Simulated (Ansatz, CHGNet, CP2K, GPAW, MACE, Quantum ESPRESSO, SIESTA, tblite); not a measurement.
# Running random packing of Si31O39C14H16 (at. %) (83 atoms) with CP2K

Aim: run random packing of Si31O39C14H16 (at. %) (83 atoms) in CP2K and see how near its forces come to a plane-wave reference, and at what cost.

Method: the method is named at each step, in CP2K 2026.2.

## 1. Starting point

The cell holds 83 atoms: 26 Si, 32 O, 12 C and 13 H. Cell: a = 10.052 Å, b = 10.052 Å, c = 10.052 Å, α = 90.0°, β = 90.0°, γ = 90.0°. 83 atoms (26 Si, 32 O, 12 C, 13 H) packed at random in a cube at 2.29 g/cm³ and pushed apart as soft spheres; a start for melting by ab initio MD, not an equilibrated structure. Then every atom was moved at random, 0.03 Å r.m.s. a Cartesian component (hydrogen 0.6 of that).

The yardstick, on the same geometry:

| Property | Result |
| --- | --- |
| method | Kohn-Sham DFT, PBE, SSSP efficiency 1.3.0 pseudopotentials, plane waves (Quantum ESPRESSO 7.5); sssp-pbe-1.3.0-efficiency, cutoffs 60/480 Ry, Γ point |
| r.m.s. force component | 1.849 eV/Å |
| longest force | 8.783 eV/Å |
| pressure | -12.42 GPa |
| time | 4.4 min on 4 MPI ranks of Arm Neoverse V2, shared host |
| CPU time | 18 min |

## 2. PBE, DZVP-MOLOPT-SR, 600/50 Ry, diagonalisation

Method: Kohn-Sham DFT, PBE, GTH-PBE pseudopotentials, Gaussian and plane waves, DZVP-MOLOPT-SR-GTH, diagonalisation.

The input, input.inp:

```
&GLOBAL
  PROJECT cell
  RUN_TYPE ENERGY_FORCE
  PRINT_LEVEL LOW
&END GLOBAL
&FORCE_EVAL
  METHOD QS
  STRESS_TENSOR ANALYTICAL
  &DFT
    BASIS_SET_FILE_NAME BASIS_MOLOPT
    POTENTIAL_FILE_NAME GTH_POTENTIALS
    &MGRID
      CUTOFF 600
      REL_CUTOFF 50
      NGRIDS 5
    &END MGRID
    &QS
      EPS_DEFAULT 1.0E-12
    &END QS
    &SCF
      SCF_GUESS ATOMIC
      EPS_SCF 1.0E-06
      MAX_SCF 200
      ADDED_MOS 14
      &DIAGONALIZATION
        ALGORITHM STANDARD
      &END DIAGONALIZATION
      &SMEAR ON
        METHOD FERMI_DIRAC
        ELECTRONIC_TEMPERATURE [K] 580
      &END SMEAR
      &MIXING
        METHOD BROYDEN_MIXING
        ALPHA 0.3
        NBROYDEN 8
      &END MIXING
      &PRINT
        &RESTART OFF
        &END RESTART
      &END PRINT
    &END SCF
    &XC
      &XC_FUNCTIONAL PBE
      &END XC_FUNCTIONAL
    &END XC
    &PRINT
      &MULLIKEN ON
      &END MULLIKEN
      &LOWDIN ON
      &END LOWDIN
      &HIRSHFELD ON
      &END HIRSHFELD
      &MO ON
        EIGENVALUES T
        OCCUPATION_NUMBERS T
        MO_INDEX_RANGE 168 191
        &EACH
          QS_SCF 0
        &END EACH
        ADD_LAST NUMERIC
      &END MO
    &END PRINT
  &END DFT
  &SUBSYS
    &CELL
      A 10.05190 0.00000 0.00000
      B 0.00000 10.05190 0.00000
      C 0.00000 0.00000 10.05190
    &END CELL
    &TOPOLOGY
      COORD_FILE_NAME structure.xyz
      COORD_FILE_FORMAT XYZ
    &END TOPOLOGY
    &KIND Si
      BASIS_SET DZVP-MOLOPT-SR-GTH-q4
      POTENTIAL GTH-PBE-q4
    &END KIND
    &KIND O
      BASIS_SET DZVP-MOLOPT-SR-GTH-q6
      POTENTIAL GTH-PBE-q6
    &END KIND
    &KIND C
      BASIS_SET DZVP-MOLOPT-SR-GTH-q4
      POTENTIAL GTH-PBE-q4
    &END KIND
    &KIND H
      BASIS_SET DZVP-MOLOPT-SR-GTH-q1
      POTENTIAL GTH-PBE-q1
    &END KIND
  &END SUBSYS
  &PRINT
    &FORCES ON
    &END FORCES
    &STRESS_TENSOR ON
    &END STRESS_TENSOR
  &END PRINT
&END FORCE_EVAL
```

The input, structure.xyz:

```xyz
83

Si 3.31341 6.86907 9.26644
Si 1.62348 1.64982 5.94298
Si 9.13004 2.81312 7.73403
Si 1.85488 5.24307 3.40016
Si 4.81255 7.88813 2.04235
Si 8.24899 5.99847 4.45229
Si 1.56046 9.63806 2.88027
Si 3.44871 5.04254 4.86713
Si 1.05384 8.97042 5.46140
Si 0.96649 5.08877 0.35704
Si 2.77734 3.65417 2.26520
Si 2.54564 7.33075 3.29451
Si 8.92126 0.82174 6.47966
Si 8.37534 8.73550 7.55199
Si 2.00244 0.11198 9.70692
Si 5.62705 9.71928 9.15457
Si 6.96365 7.72066 2.85122
Si 0.95905 2.89736 8.71208
Si 6.73930 1.40968 0.09901
Si 3.14936 3.59516 7.83817
Si 8.16677 6.76332 6.73457
Si 9.45391 2.58454 5.26096
Si 3.94929 5.64655 2.79413
Si 4.84381 5.28247 6.47584
Si 5.66394 3.40377 7.27134
Si 9.50518 4.62176 5.85061
O 7.99870 1.23287 2.60163
O 9.54740 3.78082 1.32765
O 1.34987 2.66335 1.61614
O 0.18013 9.86081 0.71570
O 6.09577 4.91779 1.68219
O 8.82687 7.76811 3.60471
O 2.78418 1.98334 0.45455
O 6.89771 0.28638 7.47982
O 0.35805 4.39529 4.02197
O 7.56526 2.94340 9.41752
O 0.82375 7.33819 4.55039
O 1.01293 8.36650 7.63572
O 9.39199 5.93615 9.21468
O 6.01847 9.12160 1.07967
O 6.04994 3.70141 4.53924
O 2.32852 2.99919 4.70258
O 7.77756 8.53969 1.01273
O 3.81118 7.72810 6.75719
O 9.66561 8.55015 8.91222
O 6.80272 2.83604 1.65917
O 7.01763 5.03480 9.31309
O 1.69264 6.61676 8.35222
O 6.17840 6.53705 4.37197
O 3.94648 9.38606 3.16735
O 3.48228 1.81065 6.56490
O 4.36112 7.91698 4.59181
O 4.30643 2.69622 1.75265
O 6.99592 1.92454 5.83734
O 10.04064 4.79124 7.77796
O 7.55863 4.70529 5.72727
[... 23 atom lines left out ...]
H 4.68368 5.58504 8.47697
H 4.42022 3.00321 5.13401
H 2.63279 1.68621 3.23832
H 9.35701 9.82553 3.21530
```

Run with:

```
OMP_NUM_THREADS=1 mpirun -np 4 cp2k.psmp -i input.inp > output.txt
```

Numbers of over 12 decimals in the logs are rounded to 6 here.

The log of the run:

```text
CP2K| version string:                                       CP2K version 2026.2
 CP2K| Input file name                                                 input.inp
 GLOBAL| Basis set file name                                        BASIS_MOLOPT
 GLOBAL| Potential file name                                      GTH_POTENTIALS
 GLOBAL| Run type                                                   ENERGY_FORCE
 GLOBAL| Total number of message passing processes                             4
 GLOBAL| Number of threads for this process                                    1
 TOTAL NUMBERS AND MAXIMUM NUMBERS
  Total number of            - Atomic kinds:                                   4
                             - Atoms:                                         83
                             - Shell sets:                                    83
                             - Shells:                                       389
                             - Primitive Cartesian functions:                389
                             - Cartesian basis functions:                   1045
                             - Spherical basis functions:                    975
  Maximum angular momentum of- Orbital basis functions:                        2
                             - Local part of the GTH pseudopotential:          2
                             - Non-local part of the GTH pseudopotential:      2
 SCF PARAMETERS         Density guess:                                    ATOMIC
                        max_scf:                                             200
                        eps_scf:                                        1.00E-06
                        added MOs                                        14    0
                        Mixing method:                            BROYDEN_MIXING
                                                charge density mixing in g-space
                        Smear method:                                FERMI_DIRAC
                        Electronic temperature [K]:                        580.0
                        Electronic temperature [a.u.]:                  1.84E-03
                        Accuracy threshold:                             1.00E-10
 Extrapolation method: initial_guess
 Number of electrons:                                                        357
 Number of occupied orbitals:                                                179
 Number of molecular orbitals:                                               193
 Number of orbital functions:                                                975
 Number of independent orbital functions:                                    975
 SCF WAVEFUNCTION OPTIMIZATION
  Step     Update method      Time    Convergence         Total energy    Change
     1 NoMix/Diag. 0.30E+00    2.2     1.25361957      -684.9800447438 -6.85E+02
 *** the last MO => Add more MOs for proper smearing.                   ***
     2 Broy./Diag. 0.30E+00    2.9     1.80679709      -640.3261770768  4.47E+01
 *** the last MO => Add more MOs for proper smearing.                   ***
     3 Broy./Diag. 0.30E+00    2.9     1.71167764      -737.1054233122 -9.68E+01
 *** the last MO => Add more MOs for proper smearing.                   ***
     4 Broy./Diag. 0.30E+00    2.9     0.76779270      -692.5267596565  4.46E+01
[...]
*** the last MO => Add more MOs for proper smearing.                   ***
    51 Broy./Diag. 0.30E+00    2.9     0.00000147      -685.4732586393  8.12E-07
 *** the last MO => Add more MOs for proper smearing.                   ***
    52 Broy./Diag. 0.30E+00    2.9     0.00000099      -685.4732582955  3.44E-07
  *** SCF run converged in    52 steps ***
  Electronic density on regular grids:       -357.0000000000        0.0000000000
  Core density on regular grids:              356.9999999997       -0.0000000003
  Total charge density on r-space grids:       -0.0000000003
  Total charge density g-space grids:          -0.0000000003
  Overlap energy of the core charge distribution:               4.53137e-09
  Self energy of the core charge distribution:              -1773.902686
  Core Hamiltonian energy:                                    473.496734
  Hartree energy:                                             777.299591
  Exchange-correlation energy:                               -162.351860
  Electronic entropic energy:                                  -0.015037
  Fermi energy:                                                 0.137256
  Total energy:                                              -685.473258
  Total energy (extrapolated to T->0):                       -685.465740
 MO| EIGENVALUES AND OCCUPATION NUMBERS
 MO|
 MO|  Index      Eigenvalue [a.u.]        Eigenvalue [eV]             Occupation
 MO|    168               0.119158               3.242443               1.999895
 MO|    169               0.119745               3.258434               1.999855
 MO|    170               0.121647               3.310170               1.999592
[...]
MO|    190               0.155713               4.237170               0.000086
 MO|    191               0.157391               4.282817               0.000035
 MO| Sum:                                                             357.000000
 MO| E(Fermi):            0.137256 a.u.          3.734913 eV
 !-----------------------------------------------------------------------------!
                     Mulliken Population Analysis
 #  Atom  Element  Kind  Atomic population                           Net charge
       1     Si       1          3.799427                              0.200573
       2     Si       1          3.747980                              0.252020
       3     Si       1          3.659965                              0.340035
[...]
# Total charge                            357.000000                 -0.000000
 !-----------------------------------------------------------------------------!
 !-----------------------------------------------------------------------------!
                           Hirshfeld Charges
  #Atom  Element  Kind  Ref Charge     Population                    Net charge
      1       Si     1       4.000          4.166                        -0.166
      2       Si     1       4.000          3.885                         0.115
      3       Si     1       4.000          3.722                         0.278
[...]
82       H      4       1.000          0.463                         0.537
     83       H      4       1.000          0.514                         0.486
  Total Charge                                                           -0.000
 !-----------------------------------------------------------------------------!
 LOWDIN POPULATION ANALYSIS
 #  Atom  Element  Kind  Atomic population                           Net charge
[...]
82     H        4          0.882617                              0.117383
      83     H        4          0.926097                              0.073903
 # Total charge                            357.000000                 -0.000000
 ENERGY| Total FORCE_EVAL ( QS ) energy [hartree]           -685.473258
 FORCES| Atomic forces [hartree/bohr]
 FORCES|   Atom     x               y               z               |f|
 FORCES|      1 -3.51869795E-02 -8.64804319E-03 -4.62409200E-02   5.87463604E-02
 FORCES|      2  6.60132177E-02  1.88889061E-02  4.11697348E-03   6.87857919E-02
 FORCES|      3 -6.80908006E-02  2.21941633E-02  4.18236787E-02   8.29346617E-02
[...]
FORCES|     82 -1.21541962E-02 -7.08450941E-03 -1.05393607E-03   1.41076412E-02
 FORCES|     83  5.60211460E-03  1.01861986E-02  5.09517913E-03   1.26926428E-02
 FORCES| Sum    -6.61515183E-04 -2.81330732E-03  3.54544421E-03
 FORCES| Total atomic force                                       4.57410921E-03
 STRESS| Analytical stress tensor [bar]
 STRESS|                        x                   y                   z
 STRESS|      x       -1.55212569213E+05  -2.27546065438E+03   3.00034527950E+04
 STRESS|      y       -2.27546065438E+03  -1.03906173679E+05  -9.52494869380E+01
 STRESS|      z        3.00034527950E+04  -9.52494869380E+01  -1.25259958648E+05
 STRESS| 1/3 Trace                                            -1.28126233847E+05
```

Run time: 2.7 min. Hardware: 4 MPI ranks of Arm Neoverse V2, shared host; peak memory 3.4 GiB.

Banners, paths, timers and routine set-up lines are dropped from the logs unmarked, and long logs keep their key lines alone; longer cuts are marked.

Against the reference:

| Property | Result |
| --- | --- |
| r.m.s. force component | 1.834 eV/Å |
| r.m.s. difference of force components | 89.32 meV/Å |
| longest difference of force vectors | 346.1 meV/Å |
| force difference over r.m.s. force | 4.83 % |
| slope of forces against the reference's | 0.9908 |
| correlation of force components | 0.9989 |
| pressure | -12.81 GPa |
| pressure difference | -0.3899 GPa |

Length of the force difference by element (eV/Å):

| element | atoms | mean | most |
| --- | --- | --- | --- |
| C | 12 | 0.15 | 0.26 |
| H | 13 | 0.13 | 0.35 |
| O | 32 | 0.13 | 0.27 |
| Si | 26 | 0.15 | 0.32 |

The surroundings of C59, one of the 12 C atoms, nearest first, numbered as they follow in the input and with coordinates relative to it.

```
atom      x      y      z  distance (Å)  Mulliken charge (e)     Fx     Fy  Fz (eV/Å)
 C59   0.00   0.00   0.00          0.00                 0.28  -0.56   0.24       2.98
 O27  -0.54   0.70   1.55          1.78                -0.29   1.73  -2.24      -3.04
 O30   1.69  -0.73  -0.34          1.87                -0.36  -0.08   1.07       1.67
 O43  -0.77  -2.05  -0.04          2.19                -0.30  -0.55   0.42       1.14
Si19  -1.80   0.87  -0.96          2.22                 0.46   4.03   5.12       1.23
 H83   0.81  -0.76   2.16          2.43                 0.18   0.29   0.52       0.26
 C66  -0.29  -0.29  -2.49          2.52                 0.00  -1.54   0.80      -2.28
 O40  -2.52  -1.47   0.03          2.92                -0.33  -1.30  -0.70      -1.09
 O46  -1.74   2.30   0.60          2.95                -0.20  -0.14  -2.39      -0.99
```

Forces lie 4.8 % from the reference's, at 0.61 times its CPU time.

## 3. PBE, SZV-MOLOPT-SR, 600/50 Ry, diagonalisation

Method: Kohn-Sham DFT, PBE, GTH-PBE pseudopotentials, Gaussian and plane waves, SZV-MOLOPT-SR-GTH, diagonalisation.

input.inp, as its differences from that of step 2:

```diff
@@ -50,4 +50,2 @@
       &END LOWDIN
-      &HIRSHFELD ON
-      &END HIRSHFELD
       &MO ON
@@ -69,8 +67,31 @@
     &END CELL
-    &TOPOLOGY
-      COORD_FILE_NAME structure.xyz
-      COORD_FILE_FORMAT XYZ
-    &END TOPOLOGY
+    &COORD
+      Si 3.31341 6.86907 9.26644
+      Si 1.62348 1.64982 5.94298
+      Si 9.13004 2.81312 7.73403
+      Si 1.85488 5.24307 3.40016
+      Si 4.81255 7.88813 2.04235
+      Si 8.24899 5.99847 4.45229
+      Si 1.56046 9.63806 2.88027
+      Si 3.44871 5.04254 4.86713
+      Si 1.05384 8.97042 5.46140
+      Si 0.96649 5.08877 0.35704
+      Si 2.77734 3.65417 2.26520
+      Si 2.54564 7.33075 3.29451
+      Si 8.92126 0.82174 6.47966
+      Si 8.37534 8.73550 7.55199
+      Si 2.00244 0.11198 9.70692
+      Si 5.62705 9.71928 9.15457
+      Si 6.96365 7.72066 2.85122
+      Si 0.95905 2.89736 8.71208
+      Si 6.73930 1.40968 0.09901
+      Si 3.14936 3.59516 7.83817
+[... 59 atom lines left out ...]
+      H 4.68368 5.58504 8.47697
+      H 4.42022 3.00321 5.13401
+      H 2.63279 1.68621 3.23832
+      H 9.35701 9.82553 3.21530
+    &END COORD
     &KIND Si
-      BASIS_SET DZVP-MOLOPT-SR-GTH-q4
+      BASIS_SET SZV-MOLOPT-SR-GTH-q4
       POTENTIAL GTH-PBE-q4
@@ -78,3 +99,3 @@
     &KIND O
-      BASIS_SET DZVP-MOLOPT-SR-GTH-q6
+      BASIS_SET SZV-MOLOPT-SR-GTH-q6
       POTENTIAL GTH-PBE-q6
@@ -82,3 +103,3 @@
     &KIND C
-      BASIS_SET DZVP-MOLOPT-SR-GTH-q4
+      BASIS_SET SZV-MOLOPT-SR-GTH-q4
       POTENTIAL GTH-PBE-q4
@@ -86,3 +107,3 @@
     &KIND H
-      BASIS_SET DZVP-MOLOPT-SR-GTH-q1
+      BASIS_SET SZV-MOLOPT-SR-GTH-q1
       POTENTIAL GTH-PBE-q1
```

Run with:

```
OMP_NUM_THREADS=1 cp2k.psmp -i input.inp > output.txt
```

The log of the run:

```text
CP2K| version string:                                       CP2K version 2026.2
 CP2K| Input file name                                                 input.inp
 GLOBAL| Basis set file name                                        BASIS_MOLOPT
 GLOBAL| Potential file name                                      GTH_POTENTIALS
[... lines left out ...]
 Number of electrons:                                                        357
[... lines left out ...]
  Step     Update method      Time    Convergence         Total energy    Change
[... lines left out ...]
  *** SCF run converged in    62 steps ***
[... lines left out ...]
  Fermi energy:                                                 0.184439
  Total energy:                                              -681.739271
  Total energy (extrapolated to T->0):                       -681.731627
[... lines left out ...]
 MO| E(Fermi):            0.184439 a.u.          5.018833 eV
[... lines left out ...]
 ENERGY| Total FORCE_EVAL ( QS ) energy [hartree]           -681.739275
[... lines left out ...]
 FORCES|      1  4.37327815E-03 -2.80764352E-03 -2.01699818E-02   2.08287443E-02
 FORCES|      2  4.26337613E-02 -7.32385770E-03  7.85962686E-04   4.32653930E-02
 FORCES|      3 -1.12282227E-01  2.89321861E-02  7.38125941E-02   1.37450605E-01
[...]
FORCES|     82 -1.47012682E-02 -9.78089074E-03  1.90491093E-03   1.77601182E-02
 FORCES|     83  3.37613827E-03  9.25120699E-03  3.24242291E-03   1.03680493E-02
 FORCES| Sum    -3.12204111E-04 -3.70064078E-03  3.64783127E-03
 FORCES| Total atomic force                                       5.20565909E-03
 STRESS| Analytical stress tensor [bar]
 STRESS|                        x                   y                   z
 STRESS|      x        3.65956052025E+04   9.46631690568E+03   1.84853006907E+04
 STRESS|      y        9.46631690568E+03   8.12144528060E+04  -5.72705896011E+03
 STRESS|      z        1.84853006907E+04  -5.72705896011E+03   4.98130117306E+04
 STRESS| 1/3 Trace                                             5.58743565797E+04
```

Elapsed: 6.5 min, on 1 thread; peak memory 2.3 GiB.

Numbers from this run, and their distance from the reference:

- r.m.s. force component: 1.986 eV/Å
- r.m.s. difference of force components: 1014 meV/Å
- longest difference of force vectors: 4053 meV/Å
- force difference over r.m.s. force: 54.86 %
- slope of forces against the reference's: 0.9261
- correlation of force components: 0.8624
- pressure: 5.587 GPa
- pressure difference: 18.01 GPa

This is a coarse setting, run to see what it loses.

Against the first run (4.8 %), the force difference from the reference is 55 %, at 0.61 times the CPU time (on 1 against 4 cores), with 293 basis functions against 975: the smaller basis costs accuracy.

(Continued in part 2 of 3.)

[Also dropped from logs without a mark: logging warnings of Python, and SIESTA's first energy breakdown and zero terms.]

[Logs are printed without paths, hosts, clocks, repeated set-up lines and the standing remarks that a program may print on its own settings, such as how far it seeks lower states.]

[Hosts, paths, dates, database ids (printed as entryN), source tags and the programs' standing remarks are cut or masked in the printed files.]
